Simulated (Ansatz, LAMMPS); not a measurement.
# Convergence of a linear-scaling basis for glassy 65SiO2-29K2O-6TiO2 (mol %) (93 atoms)

Aim: test how closely localised support functions follow the reference on glassy 65SiO2-29K2O-6TiO2 (mol %) (93 atoms), and at what cost. A setting counts as converged where the r.m.s. difference of forces stays under 1 % of the r.m.s. force.

Calculated with Ansatz 0.2.0; Kohn-Sham DFT, PBE, PAW (set soft_2), plane waves.

## 1. The starting structure

The cell holds 93 atoms: 20 Si, 18 K, 2 Ti and 53 O. Cell: a = 11.331 Å, b = 11.331 Å, c = 11.331 Å, α = 90.0°, β = 90.0°, γ = 90.0°. 93 atoms (20 Si, 18 K, 2 Ti, 53 O) placed at random at 2.48 g/cm³, melted at 4000 K for 10 ps at fixed volume with the Morse and Coulomb pair potential with partial charges (Pedone, Malavasi, Menziani, Cormack and Segre, J. Phys. Chem. B 110, 11780 (2006)). Quenched from 4000 K to 300 K at 50 K/ps and fixed volume, held 10 ps at zero pressure.

What the set-up can't give: The quench rate of 50 K/ps far exceeds what a furnace or splat quench reaches, so expect more defects and frozen-in strain than in a real sample. The network of bonds at the start is that of the classical potential that made the cell, and needn't be the one that DFT or experiment would give. Sampling is at Γ alone, for a cell whose shortest periodic width is 11 Å.

## 2. How the cell was made

A classical potential makes the cell, at a small fraction of what the same run would cost in DFT.

This step: classical MD, Morse and Coulomb pair potential with partial charges (Pedone, Malavasi, Menziani, Cormack and Segre, J. Phys. Chem. B 110, 11780 (2006)) (LAMMPS 22 Jul 2025 - Update 4).

The input, in.lmp:

```
# melt-quench of Si20K18Ti2O53
units metal
atom_style charge
boundary p p p
region box block 0 11.3955 0 11.3955 0 11.3955
create_box 4 box
mass 1 28.0850   # Si
mass 2 39.0983   # K
mass 3 47.8670   # Ti
mass 4 15.9990   # O
create_atoms 1 random 20 6076 NULL overlap 1.5 maxtry 2000
create_atoms 2 random 18 6083 NULL overlap 1.5 maxtry 2000
create_atoms 3 random 2 6090 NULL overlap 1.5 maxtry 2000
create_atoms 4 random 53 6097 NULL overlap 1.5 maxtry 2000
pair_style hybrid/overlay pedone 5.5 coul/long 8.0
pair_coeff * * coul/long
pair_coeff 1 4 pedone 0.340554 2.006700 2.100000 1   # Si-O
pair_coeff 2 4 pedone 0.011612 2.062605 3.305308 5   # K-O
pair_coeff 3 4 pedone 0.024235 2.254703 2.708943 1   # Ti-O
pair_coeff 4 4 pedone 0.042395 1.379316 3.618701 22   # O-O
set type 1 charge 2.4
set type 2 charge 0.6
set type 3 charge 2.4
set type 4 charge -1.2
kspace_style pppm 1.0e-4
neigh_modify delay 0 every 1 check yes
thermo_style custom step time temp pe press density
thermo_modify norm yes
timestep 0.002
thermo 100
min_style cg
minimize 1e-4 1e-4 200 2000
reset_timestep 0
velocity all create 4000 6077 mom yes dist gaussian
# [... 11 lines left out ...]
fix md all nvt temp 4000 300 0.2
run 37000 post no
unfix md
thermo 1666
fix md all npt temp 300 300 0.2 iso 0 0 2
run 5000 post no
unfix md
write_dump all custom glass.dump id type xs ys zs modify sort id
```

Launch:

```console
$ lmp -in in.lmp -log none -nocite
```

Log:

```text
LAMMPS (22 Jul 2025 - Update 4)
Created orthogonal box = (0 0 0) to (11.3955 11.3955 11.3955)
Created 20 atoms
Created 18 atoms
Created 2 atoms
Created 53 atoms
PPPM initialization ...
  G vector (1/distance) = 0.3783328
  grid = 12 12 12
  estimated relative force accuracy = 5.9351328e-05
   Step          Time           Temp          PotEng         Press         Density
         0   0              0              0.069257252    634771.97      2.4789866
        97   0.194          0             -13.283979      8785.8562      2.4789866
Loop time of 0.0619764 s on 1 MPI rank(s) for 97 steps with 93 atoms
Minimization stats:
  Stopping criterion = energy tolerance
  Energy initial, next-to-last, final =
     0.069257251923867  -13.2827626822757  -13.2839787300401
  Force two-norm initial, final = 278.19639 2.4643584
  Iterations, force evaluations = 97 120
   Step          Time           Temp          PotEng         Press         Density
[... 7 lines left out ...]
      2499   4.998          3616.9939     -12.767972      50476.197      2.4789866
      3332   6.664          4186.7481     -12.85988       38050.361      2.4789866
      4165   8.33           4305.4198     -12.764297      39151.525      2.4789866
      4998   9.996          4206.3937     -12.790632      71888.725      2.4789866
      5831   11.662         3502.2795     -12.745244      33464.309      2.4789866
[... 1 line left out ...]
Loop time of 2.12417 s on 1 MPI rank(s) for 5000 steps with 93 atoms
   Step          Time           Temp          PotEng         Press         Density
[... 12 lines left out ...]
Loop time of 15.0209 s on 1 MPI rank(s) for 37000 steps with 93 atoms
   Step          Time           Temp          PotEng         Press         Density
[... 1 line left out ...]
     43316   86.632         307.94561     -13.411061     -2613.5661      2.5249453
     44982   89.964         290.71911     -13.39948       1642.1368      2.5241165
     46648   93.296         257.31129     -13.413825     -2062.7733      2.556173
     48000   96             331.17889     -13.401602      2050.1861      2.5214398
Loop time of 2.79345 s on 1 MPI rank(s) for 5000 steps with 93 atoms
```

The job ended after 20 s (1 thread of Arm Neoverse V1, shared host; peak memory 0.073 GiB).

## 3. Plane-wave single point

The first run fixes the reference, at a cutoff of 420 eV.

The input, input.yaml:

```yaml
crystal:
  lattice:
    - [11.33118, 0.0, 0.0]
    - [0.0, 11.33118, 0.0]
    - [0.0, 0.0, 11.33118]
  atoms:
    - { symbol: Si, position: [0.98645, 0.02582, 0.02804] }
    - { symbol: Si, position: [0.45877, 0.91533, 0.37526] }
    - { symbol: Si, position: [0.40528, 0.69911, 0.97996] }
    - { symbol: Si, position: [0.19791, 0.53698, 0.86692] }
    - { symbol: Si, position: [0.26793, 0.85718, 0.55509] }
    - { symbol: Si, position: [0.47787, 0.48676, 0.4286] }
    - { symbol: Si, position: [0.07667, 0.46406, 0.46348] }
    - { symbol: Si, position: [0.031, 0.86828, 0.40441] }
    - { symbol: Si, position: [0.63217, 0.44526, 0.65117] }
    - { symbol: Si, position: [0.68164, 0.29146, 0.05739] }
    - { symbol: Si, position: [0.26936, 0.37327, 0.32338] }
    - { symbol: Si, position: [0.89802, 0.43467, 0.68145] }
    - { symbol: Si, position: [0.27691, 0.5977, 0.60637] }
    - { symbol: Si, position: [0.62562, 0.88378, 0.58619] }
    - { symbol: Si, position: [0.80609, 0.70452, 0.44928] }
    - { symbol: Si, position: [0.50747, 0.27452, 0.8399] }
    - { symbol: Si, position: [0.58554, 0.69574, 0.76082] }
    - { symbol: Si, position: [0.95757, 0.66696, 0.82812] }
    - { symbol: Si, position: [0.8735, 0.23103, 0.86206] }
    - { symbol: Si, position: [0.67486, 0.05259, 0.80126] }
    - { symbol: K, position: [0.00835, 0.3345, 0.09044] }
    - { symbol: K, position: [0.21929, 0.03529, 0.20015] }
    - { symbol: K, position: [0.26377, 0.7087, 0.25821] }
    - { symbol: K, position: [0.18438, 0.28659, 0.69226] }
    - { symbol: K, position: [0.38958, 0.42662, 0.09475] }
    - { symbol: K, position: [0.71372, 0.53303, 0.96244] }
    - { symbol: K, position: [0.18276, 0.84334, 0.82168] }
    - { symbol: K, position: [0.93511, 0.98297, 0.64813] }
    - { symbol: K, position: [0.52118, 0.98927, 0.09337] }
    - { symbol: K, position: [0.95236, 0.6588, 0.19701] }
    - { symbol: K, position: [0.39788, 0.14876, 0.55053] }
    - { symbol: K, position: [0.34417, 0.0285, 0.87584] }
    - { symbol: K, position: [0.78128, 0.43784, 0.36021] }
    - { symbol: K, position: [0.60971, 0.19035, 0.33295] }
    - { symbol: K, position: [0.78348, 0.98163, 0.23405] }
    - { symbol: K, position: [0.19971, 0.22409, 0.99251] }
    - { symbol: K, position: [0.03464, 0.1972, 0.33692] }
    - { symbol: K, position: [0.12316, 0.77862, 0.06443] }
    - { symbol: Ti, position: [0.76515, 0.82413, 0.96835] }
    - { symbol: Ti, position: [0.58753, 0.69673, 0.22513] }
    - { symbol: O, position: [0.34567, 0.85467, 0.4294] }
    - { symbol: O, position: [0.47954, 0.65918, 0.09911] }
    - { symbol: O, position: [0.93431, 0.32829, 0.77587] }
    - { symbol: O, position: [0.28948, 0.73639, 0.61772] }
    - { symbol: O, position: [0.25063, 0.4927, 0.26941] }
    - { symbol: O, position: [0.55908, 0.13692, 0.82495] }
    - { symbol: O, position: [0.09437, 0.84355, 0.28113] }
    - { symbol: O, position: [0.3437, 0.82011, 0.00322] }
    - { symbol: O, position: [0.89196, 0.69318, 0.95245] }
    - { symbol: O, position: [0.65614, 0.98604, 0.67864] }
    - { symbol: O, position: [0.29428, 0.96795, 0.63539] }
    - { symbol: O, position: [0.37371, 0.25712, 0.84445] }
    - { symbol: O, position: [0.96265, 0.14713, 0.93129] }
    - { symbol: O, position: [0.65833, 0.17206, 0.10784] }
    - { symbol: O, position: [0.6941, 0.77706, 0.10502] }
    - { symbol: O, position: [0.54902, 0.93047, 0.48106] }
    - { symbol: O, position: [0.18628, 0.35233, 0.43538] }
    - { symbol: O, position: [0.78971, 0.1346, 0.79262] }
    - { symbol: O, position: [0.99762, 0.42216, 0.57576] }
    - { symbol: O, position: [0.54782, 0.79233, 0.66557] }
    - { symbol: O, position: [0.11294, 0.98407, 0.99631] }
    - { symbol: O, position: [0.97128, 0.09837, 0.1422] }
    - { symbol: O, position: [0.42901, 0.04426, 0.33088] }
    - { symbol: O, position: [0.39575, 0.5431, 0.53479] }
    - { symbol: O, position: [0.00206, 0.47489, 0.35059] }
    - { symbol: O, position: [0.57136, 0.31972, 0.95883] }
    - { symbol: O, position: [0.40635, 0.37962, 0.3677] }
    - { symbol: O, position: [0.09542, 0.63428, 0.86004] }
    - { symbol: O, position: [0.51119, 0.58606, 0.33712] }
    - { symbol: O, position: [0.49063, 0.68225, 0.87194] }
    - { symbol: O, position: [0.16849, 0.56148, 0.5154] }
    - { symbol: O, position: [0.6867, 0.95508, 0.90287] }
    - { symbol: O, position: [0.76449, 0.39835, 0.66285] }
    - { symbol: O, position: [0.72546, 0.8101, 0.53357] }
    - { symbol: O, position: [0.95905, 0.78233, 0.74746] }
    - { symbol: O, position: [0.58555, 0.43186, 0.52032] }
    - { symbol: O, position: [0.95372, 0.98255, 0.40659] }
    - { symbol: O, position: [0.70764, 0.73903, 0.82393] }
    [... 9 atom lines left out ...]
    - { symbol: O, position: [0.25189, 0.53333, 0.72676] }
    - { symbol: O, position: [0.72709, 0.69879, 0.32159] }
    - { symbol: O, position: [0.93083, 0.75653, 0.42292] }
    - { symbol: O, position: [0.3021, 0.59884, 0.94782] }
    - { symbol: O, position: [0.79259, 0.28944, 0.95843] }
    - { symbol: O, position: [0.70135, 0.3958, 0.14576] }
kpoints:
  mp_grid: { grid: [1, 1, 1] }
hamiltonian:
  xc: pbe
scf:
  occupations: { method: fixed }
output:
  forces: true
  stress: true
  populations: true
  dos:
    method: { smearing: { sigma: 0.15 } }
    de: 0.1
    projected: { site_lists: { K: [K], O: [O], Si: [Si], Ti: [Ti] } }
  eigenvalues: true
  write_density: true
  write_potential: true
  volumetric_format: npy
  elf: true
```

Launch:

```console
$ ansatz run input.yaml --threads 4 --pin off --max-ram 8192MiB --backend cpu --events-out ev --progress --plain --runs-dir out
```

Log:

```text
Engine: ansatz 0.2.0, aarch64-unknown-linux-gnu
Pseudopotentials: kind: paw
Pseudopotential: Si, paw, valence charge 4, recommended cutoff 420 eV (normal), Si.paw.azcp
Pseudopotential: K, paw, valence charge 9, recommended cutoff 420 eV (normal), K.paw.azcp
Pseudopotential: Ti, paw, valence charge 12, recommended cutoff 420 eV (normal), Ti.paw.azcp
Pseudopotential: O, paw, valence charge 6, recommended cutoff 420 eV (normal), O.paw.azcp
[... 5 lines on functional and potentials left out ...]
Crystal: 93 atoms, lattice volume = 1454.874 Å³
Basis set: ecut = 420 eV, 28425 PW (Γ), exchange–correlation on 160×160×160 points (8 copies of the dense FFT grid, shifted against one another)
Bands: 385, of which v1, the nominal top of the filled ones, is band 292 counted from 1 (291 counted from 0)
Symmetry: 1 space group operations
Space group: P1 (ITA 1), of the structure as read, at distance tolerance 1.1e-4 Å
k-points: 1
[... 9 lines on functional and potentials left out ...]
Initial density: superposition of atomic densities (neutral atoms: chi_scale 0, normalization atom), corrected by the library's trained network
Initial wavefunctions: pseudopotential atomic-orbital guess
Functional: x = pbe(κ = 0.804, μ = 0.219515), c = pbe(β = 0.066725)
SCF iter   1: F=—  HF=-75561.065170 eV  |F-HF|=—  |Δ(HF+E_count)|=         —  Δρ=2.47e-3  dr2=1.70e-1  ethr=1.77e-3  ⟨swp⟩=4.0  Hψ=1462  notcnv=0  defer=90
preconditioner: auto → Resta (q_TF=auto, 2.343 Å⁻¹)  ε∞=3.2  [insulator: Δε(μ)=1.824 eV  Ē_g=15.055 eV  n_scr=304 (ndim 8)  ℏωp=22.5 eV  f_vac=0.147  ε∞_Penn≈3.2]
SCF iter   2: F=—  HF=-75561.045546 eV  |F-HF|=—  |Δ(HF+E_count)|=   1.96e-2  Δρ=1.41e-3  dr2=4.03e-2  ethr=2.91e-5  ⟨swp⟩=2.0  Hψ=660  notcnv=0  defer=91
SCF iter   3: F=—  HF=-75561.042642 eV  |F-HF|=—  |Δ(HF+E_count)|=   2.90e-3  Δρ=7.04e-4  dr2=1.46e-2  ethr=6.90e-6  ⟨swp⟩=2.0  Hψ=516  notcnv=0  defer=91
SCF iter   4: F=—  HF=-75561.041114 eV  |F-HF|=—  |Δ(HF+E_count)|=   1.53e-3  Δρ=4.38e-4  dr2=4.06e-3  ethr=2.49e-6  ⟨swp⟩=2.0  Hψ=592  notcnv=0  defer=91
SCF iter   5: F=—  HF=-75561.040711 eV  |F-HF|=—  |Δ(HF+E_count)|=   4.04e-4  Δρ=2.07e-4  dr2=8.71e-4  ethr=6.95e-7  ⟨swp⟩=2.0  Hψ=592  notcnv=0  defer=91
SCF iter   6: F=—  HF=-75561.040750 eV  |F-HF|=—  |Δ(HF+E_count)|=   3.97e-5  Δρ=8.54e-5  dr2=1.29e-4  ethr=1.49e-7  ⟨swp⟩=2.0  Hψ=591  notcnv=0  defer=90
SCF iter   7: F=—  HF=-75561.040781 eV  |F-HF|=—  |Δ(HF+E_count)|=   3.05e-5  Δρ=2.87e-5  dr2=1.77e-5  ethr=2.21e-8  ⟨swp⟩=2.0  Hψ=529  notcnv=0  defer=89
SCF iter   8: F=—  HF=-75561.038553 eV  |F-HF|=—  |Δ(HF+E_count)|=   2.23e-3  Δρ=2.14e-5  dr2=7.73e-6  ethr=3.03e-9  ⟨swp⟩=2.0  Hψ=673  notcnv=0  defer=88
SCF iter   9: F=—  HF=-75561.038553 eV  |F-HF|=—  |Δ(HF+E_count)|=   9.83e-8  Δρ=1.03e-5  dr2=1.98e-6  ethr=1.32e-9  ⟨swp⟩=2.0  Hψ=590  notcnv=0  defer=88
SCF iter  10: F=—  HF=-75561.038553 eV  |F-HF|=—  |Δ(HF+E_count)|=   1.77e-7  Δρ=4.23e-6  dr2=3.00e-7  ethr=3.40e-10  ⟨swp⟩=2.0  Hψ=590  notcnv=0  defer=88
SCF iter  11: F=-75561.038553 eV  HF=-75561.038553 eV  |F-HF|=8.61e-9  |Δ(HF+E_count)|=   2.26e-8  Δρ=1.49e-6  dr2=4.50e-8  ethr=1.71e-11  ⟨swp⟩=22.0  Hψ=4067  notcnv=0
SCF 1 converged in 11 iterations: F = -75561.038553 eV  dr2 = 4.50e-8
  greatest PAW one-centre occupation: 0.999 electrons in one spin orbital (limit 2), on the Ti atom at site 38 (counted from 0), in its partial waves of l = 0
WARN: The input density's exchange-correlation potential varies sharply where the density is thin. Do not read a vacuum level from v_tot or v_xc, or from such a field of the output density. On a cell that repeats whose density bears no net charge and no dipole along the vacuum's axis use v_es (v_loc + v_h of the components); [...]
SCF converged after 11 iterations
Free energy (F): -75561.038553 eV
Harris-Foulkes:  -75561.038553 eV  (|F-HF|=8.61e-9)
Internal energy: -75561.038553 eV  (E = F + TS)
E sigma→0 (E₀):  -75561.038553 eV
Fermi energy:    4.895815 eV
--- Per-component energies (eV) ---
  E_band       = -3606.053008
  E_kinetic    = 15506.013678
  E_local      = -41772.117206  (includes V_loc(G=0)·N_el)
  E_nonlocal   = 3276.106522
  E_hartree    = 15730.394006
  E_xc         = -7712.165999
  E_vxc        = -9229.038647  (∫ρ·V_xc dr)
  E_paw        = -34842.697884  (= ΣΔE_a)
  E_vpaw       = -2847.932278  (= ΣTr[D̂ρ^β])
  E_aug_tail   = 0.134911  (compensation charges beyond the density's cutoff)
  E_ewald      = -25746.706582
  E_smearing   = -0.000000  (= −TS)
  E_closure    = -0.000000  (closes the sum)
  Σ components = -75561.038553   (vs F -75561.038553, Δ=0.00e0)
--- Forces (eV/Å), atoms counted from 1 ---
  atom   1  Si    -1.58636736     2.13634550    -1.44120660
  atom   2  Si    -0.31275780     1.03164703    -0.26330746
  atom   3  Si    -0.39163598    -1.26569309     0.95692443
  atom   4  Si     1.16603158     1.17279090    -0.80802015
  atom   5  Si    -0.94853315     2.57879721    -2.43354964
  atom   6  Si    -0.99754774     0.85396739     2.84807694
  atom   7  Si     2.83612930    -0.34752617    -0.11342617
  atom   8  Si    -0.29554732    -1.46304603    -0.40283300
  atom   9  Si    -0.34982505    -0.49806878     0.78529892
  atom  10  Si     0.16555777     2.07682134    -2.80211873
  atom  11  Si    -0.89263524    -1.32685869    -1.05252042
  atom  12  Si     1.66961843     1.30180412     0.41483127
  atom  13  Si     0.32299029    -2.09056298    -3.80557141
  atom  14  Si    -0.67341200    -1.68374950     1.87403054
[...]
atom  92  O     -0.29576775     1.91697240     1.11651011
  atom  93  O      0.28158662     1.43508703     1.01079966
  max |Σ_I F_I| component: 5.80e-5 eV/Å
--- Stress (GPa, compression-positive) ---
        5.779603      -0.688185      -0.348839
       -0.688186       7.422152      -0.496649
       -0.348838      -0.496649       4.293045
  P = ⅓ Tr σ = 5.8316 GPa (58.316 kbar)
--- Band table (eV) ---
  k-point 0: bands = ["-53.3807", "-52.6155", "-29.8333", "-29.5660", [... 369 levels ...], "12.5996", "12.6140", "12.6771", "12.7293", "12.7413", "12.7692", "12.7959", "12.8151", "12.8511", "12.9157", "12.9250", "12.9689"]
--- Löwdin populations: 93 sites ---
  site symbol       q [e]
     0     Si      2.4034
     1     Si      2.3505
     2     Si      2.3646
[...]
92      O      6.9950
  spilling = 0.010352 (of n_electrons = 584.000000)
```

Wall time 29 s (4 threads of Arm Neoverse V1, shared host); peak memory 1.9 GiB; 1.9 min of CPU time.

The program notes that the exchange-correlation potential is rough where the density is thin.

Numbers from this run:

```yaml
free_energy: -75561.0386 eV
free_energy_per_atom: -812.4843 eV/atom
scf_cycles: 11
pressure: 5.832 GPa
r_m_s_force_component: 1.287 eV/Å
longest_force: 5.968 eV/Å
fermi_energy: 4.896 eV
spacing_of_highest_filled_and_lowest_empty_level: 1.456 eV
spilling_of_the_projection: 0.01035
```

The r.m.s. force component of 1.3 eV/Å sets the scale for the differences below.

## 4. Support functions low

With localised support functions most steps grow linearly with size, though the diagonalisation grows faster unless the density matrix is cut; this run measures error and cost at this size.

This step: Kohn-Sham DFT, PBE, PAW (set soft_2), localised support functions (low) (Ansatz 0.2.0).

input.yaml, the sections that differ from step 3:

```yaml
scf:
  occupations: { method: fixed }
  eigensolver: { kind: { support_functions: { accuracy: low } } }
  max_iter: 150
output:
  forces: true
  eigenvalues: true
# crystal, kpoints, hamiltonian: as in step 3
```

Log:

```text
Warning: scf.eigensolver.kind.support_functions: disabling space-group detection — the functions' gradient is summed over unrotated k-points, so no spatial operation reduces the k-mesh or symmetrises the density; time reversal is kept, so that k and −k are solved as one point where they differ and the mesh holds both, and exact exchange and, on two spinor components, a DFT+U term hold to it where the run has them: [...]
settings of this run that can trade accuracy for cost: scf.eigensolver.kind.support_functions; scf.eigensolver.kind.support_functions.accuracy: low [...]
[...]
Crystal: 93 atoms, lattice volume = 1454.874 Å³
Basis set: ecut = 420 eV, 28425 PW (Γ), exchange–correlation on 180×180×180 points (8 copies of the dense FFT grid, shifted against one another)
Bands: 351, of which v1, the nominal top of the filled ones, is band 292 counted from 1 (291 counted from 0)
Symmetry: 1 space group operations
k-points: 1
[...]
SCF iter   1: F=—  HF=-75545.766529 eV  |F-HF|=—  |Δ(HF+E_count)|=         —  Δρ=8.13e-2  dr2=1.24e2  ethr=1.00e-1
[...]
SCF iter  14: F=—  HF=-75561.420213 eV  |F-HF|=—  |Δ(HF+E_count)|=   1.35e-3  Δρ=3.65e-5  dr2=3.04e-5  ethr=1.40e-8  κ⁻¹=1.3e-4(r=7)
SCF iter  15: F=-75561.421319 eV  HF=-75561.421327 eV  |F-HF|=7.54e-6  |Δ(HF+E_count)|=   1.11e-3  Δρ=2.38e-5  dr2=1.41e-5  ethr=5.20e-9
SCF 1 converged in 15 iterations: F = -75561.439551 eV  dr2 = 1.41e-5
[...]
SCF converged after 15 iterations
Stability not checked: this state was not tested for a lower state beside it, because the mixer in use, unlike msr1, does not test its closes by its own steps (another_mixer; see scf.mixing.algorithm and scf.lower_state_search)
Free energy (F): -75561.439551 eV
[...]
Internal energy: -75561.439551 eV  (E = F + TS)
E sigma→0 (E₀):  -75561.439551 eV
Fermi energy:    4.895712 eV
[...]
Σ components = -75561.439551   (vs F -75561.439551, Δ=0.00e0)
--- Forces (eV/Å), atoms counted from 1 ---
  atom   1  Si    -1.58704590     2.13661558    -1.44194019
  atom   2  Si    -0.31241680     1.03072951    -0.26433643
  atom   3  Si    -0.39123229    -1.26616799     0.95772127
  atom   4  Si     1.16593644     1.17296534    -0.80823892
[...]
atom  93  O      0.28111199     1.43521095     1.01056419
  max |Σ_I F_I| component: 1.14e-3 eV/Å
--- Band table (eV) ---
[...]
```

Wall time 3.5 min (4 threads); peak memory 5 GiB; 14 min of CPU time.

The program notes that the band table was not solved further than the SCF left it and it switched symmetry off.

Keys that differ from the reference: support_functions.accuracy = "low" and scf.max_iter = 150.

Forces differ from the reference by 0.57 meV/Å r.m.s., 0.044 % of their size, well within a tolerance of 1 %; the energy by -4.3 meV/atom. It took roughly 7.2 times the reference's time (one timing each, with unlike analyses asked), in 15 cycles against 11.

[end of part 1 of 2]

[Long decimals in the printed logs are rounded to 6 places.]

[Logs are printed without paths, hosts, clocks, repeated set-up lines and the standing remarks that a program may print on its own settings, such as how far it seeks lower states.]

[Hosts, paths, dates, database ids (printed as entryN), source tags and the programs' standing remarks are cut or masked in the printed files.]
